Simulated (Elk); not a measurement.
# Magnetic state of Cr (Chromium) from several starts, part 3 of 3

Does Cr (Chromium) prefer parallel or opposed moments, or none?

Elk 11.2.3 (patched build); PBE; all-electron APW+lo, Dirac cores, scalar-relativistic bands.

So far. Step 5 (Order 4, typed as no spin polarisation): It ends in the same state without moments as the first start; the 0.0011 meV between them is numerical noise. Step 6 (An attempt with other settings): Task 1 goes on from a saved state; a fresh run is task 0.

**8. Spin–orbit coupling**

Level of this step: PBE; all-electron APW+lo, Dirac cores, scalar-relativistic bands with second-variational spin-orbit coupling (Elk).

Orbital moments arise only with spin–orbit coupling, and measured moments hold them.

The run goes on from the saved lowest state, with the moments along the z axis of the cell.

elk.in

```
tasks
  1
  15

xctype
  20

reducebf
  0.5

epsengy
  1e-05

maxscl
  100

rgkmax
  7.0

nempty
  12

swidth
  0.003

lmaxi
  3

spinpol
  .true.

spinorb
  .true.

cmagz
  .true.

sppath
  './'

avec
  -5.44978117081 5.44978117081 5.44978117081
  0.00000000000 0.00000000000 5.44978117081
  0.00000000000 5.44978117081 0.00000000000

atoms
  1
  'Cr.in'
  2
  0.0000000000 0.0000000000 0.0000000000   0.000000 0.000000 -0.000187
  0.5000000000 0.0000000000 0.0000000000   0.000000 0.000000 0.000187

ngridk
  6 12 12
```

Launch:

```
OMP_NUM_THREADS=2 elk
```

Numbers of over 12 decimals in the logs are rounded to 6 here.

The program printed:

```text
Warning(chksvso): spin-orbit splittings by the second variation are low [figures from our tests cut]: local-orbitals by j (lorbdm 7 and 8, zora) mend levels alone

--- INFO.OUT ---
┌─────────────────────────┐
│ Elk code version 11.2.3 │
└─────────────────────────┘

All units are atomic (Hartree, Bohr, etc.)

┌──────────────────────────────────────────┐
│ Ground-state run resuming from STATE.OUT │
└──────────────────────────────────────────┘

Lattice vectors :
  -5.449781171       5.449781171       5.449781171
   0.000000000       0.000000000       5.449781171
   0.000000000       5.449781171       0.000000000

Species : 1 (Cr)
 parameters loaded from : Cr.in
 name : chromium
 nuclear charge    :   -24.00000000
 electronic charge :    24.00000000
 atomic mass :    94783.09202
 muffin-tin radius :    2.334824469
 number of radial points in muffin-tin :    993
 inner part over the whole radius :   0.9938561239E-02
 number on inner part of muffin-tin    :    699
 approximate nuclear radius :   0.6987106690E-04
 number of mesh points to nuclear radius :    329
 atomic positions (lattice), magnetic fields (Cartesian) :
  1 :   0.00000000  0.00000000  0.00000000    0.00000000  0.00000000  0.00000000
  2 :   0.50000000  0.00000000  0.00000000    0.00000000  0.00000000  0.00000000

Total number of atoms per unit cell :    2
Total muffin-tin volume :    106.6304675
 ratio of muffin-tin to unit cell volume :   0.6587856359

Spin treatment :
 spin-polarised
 spin-orbit coupling
 global magnetic field (Cartesian) :    0.000000000       0.000000000       0.000000000
 collinear magnetisation in z-direction

Number of Bravais lattice symmetries :   48
Number of crystal symmetries         :   16
Crystal has inversion symmetry
Real symmetric eigensolver will be used

k-point grid :      6    12    12
k-point offset :    0.000000000       0.000000000       0.000000000
k-point set is reduced with full crystal symmetry group
Total number of k-points :      100

Muffin-tin radius times maximum |G+k| :    7.000000000
 using average radius
Maximum |G+k| for APW functions       :    2.998084049
Maximum (1/2)|G+k|²                   :    4.494253983
Maximum |G| for potential and density :    12.00000000
Constant for pseudocharge density :    7
 order of it for each species :   14
 order of it for pair densities of each species (exact exchange by exxq0 0: 14) :   10
Radial integration step length :    1

G-vector grid sizes :     40    21    21
Number of G-vectors :     4729

Maximum angular momentum used for
 APW functions            :    8
 outer part of muffin-tin :    6
 inner part of muffin-tin :    3

Number of empty states         :     24
Total number of valence states :     78
Total number of core states    :     20

Third-order local-orbitals added for an l without core states : T
Total number of local-orbitals :     46

Exchange-correlation functional :     20     0     0
 Perdew-Burke-Ernzerhof, Phys. Rev. Lett. 77, 3865 (1996)
 gradient requirement :    1
 generalised gradient approximation (GGA)

Smearing type :    3
 Fermi-Dirac
Smearing width :   0.3000000000E-02
Effective electronic temperature (K) :    947.3250744

Mixing type :    3
 Broyden mixing, J. Phys. A: Math. Gen. 17, L317 (1984)

Potential read in from STATE.OUT

┌──────────────────────────────┐
│ Self-consistent loop started │
└──────────────────────────────┘

[... earlier loops left out ...]

┌──────────────────┐
│ Loop number : 16 │
└──────────────────┘

Energies :
 Fermi                       :     0.373797
 sum of occupied eigenvalues :     -1220.8866987772
 electron kinetic            :      2125.8835745863
 core electron kinetic       :      1925.4953407966
 Coulomb                     :     -4130.0556297106
 Coulomb potential           :     -3220.1878502071
 nuclear-nuclear             :     -384.63901597461
 electron-nuclear            :     -4286.4747787149
 Hartree                     :      541.05816497890
 Madelung                    :     -2519.9617046070
 xc potential                :     -126.53150042819
 xc effective B-field        :    -0.50922738761628E-01
 external B-field            :      0.000000
 exchange                    :     -95.417129532133
 correlation                 :     -2.185816
 electron entropic           :    -0.54521611951121E-03
 total energy                :     -2101.7755453765
 (external B-field energy excluded from total)

Density of states at Fermi energy :    16.12004198
 (states/Hartree/unit cell)

Estimated indirect band gap :   0.6793145919E-02
 from k-point 41 to k-point 24
Estimated direct band gap   :   0.9177454741E-02
 at k-point 41

Charges :
 core                        :    20.00000000
 valence                     :    28.00000000
 interstitial                :    2.361476951
 muffin-tins (core leakage)
  species : 1 (Cr)
   atom 1                    :    22.81926152     ( -0.2218885111E-06)
   atom 2                    :    22.81926152     ( -0.2218885111E-06)
 total in muffin-tins        :    45.63852305
 total calculated charge     :    47.99986533
 total charge                :    48.00000000
 error                       :   0.1346729986E-03

Moments :
 interstitial                :   0.7882200964E-19
 muffin-tins
  species : 1 (Cr)
   atom 1                    :    1.147184449
   atom 2                    :   -1.147184449
 total in muffin-tins        :  -0.2220446049E-15
 total moment                :  -0.2219657829E-15

┌──────────────────────────────┐
│ Self-consistent loop stopped │
└──────────────────────────────┘

Wrote STATE.OUT
```

Run time: 3.6 min. Hardware: 2 threads of Arm Neoverse V1, shared host; peak memory 0.16 GiB; 7.1 min of CPU time.

This step gave:

```yaml
density_of_states_at_the_fermi_level: 0.5924 states/eV/cell
moment_between_the_spheres: 0 μB
magnetization: 0 μB
final_state: antiferromagnetic
largest_moment: 1.147 μB
```

Orbital moment <L> in the sphere by atom:

| atom | x (μB) | y (μB) | z (μB) | size |
| --- | --- | --- | --- | --- |
| Cr1 | 0.0000 | 0.0000 | -0.0075 | 0.0075 |
| Cr2 | 0.0000 | 0.0000 | 0.0075 | 0.0075 |

**9. Outcome**

* lowest state found: antiferromagnetic (typed antiferro q=(1/2,1/2,1/2) +-)
* largest site moment: 1.15 μB
* next state: non-magnetic, 17.7 meV a seeded atom higher
* energy gained by spin polarisation: 18.0 meV a seeded atom
* with spin–orbit coupling: largest spin moment and its orbital moment: 1.15 and -0.00755 μB

In words: The lowest state found is antiferromagnetic, reached from the start antiferro q=(1/2,1/2,1/2) +-, with moments up to 1.15 μB. Spin polarisation gains little. 2 starts left the typed pattern (a sign turned or a seeded moment died), so such an energy belongs to the state reached, not the one typed. The orbital moment is almost quenched. Only 4 starts are shown; other collinear patterns, canted and longer-period orders are not.

[Logs and program files are shortened in this print: banners, set-up blocks, solver, clock and traceback lines can be left out without a mark of their own.]

[Logs are printed without paths, hosts, clocks, repeated set-up lines and the standing remarks that a program may print on its own settings, such as how far it seeks lower states.]

[Hosts, paths, dates, database ids (printed as entryN), source tags and the programs' standing remarks are cut or masked in the printed files.]

[Where a cell is said to come from a database of computed structures, the database is the Materials Project.]
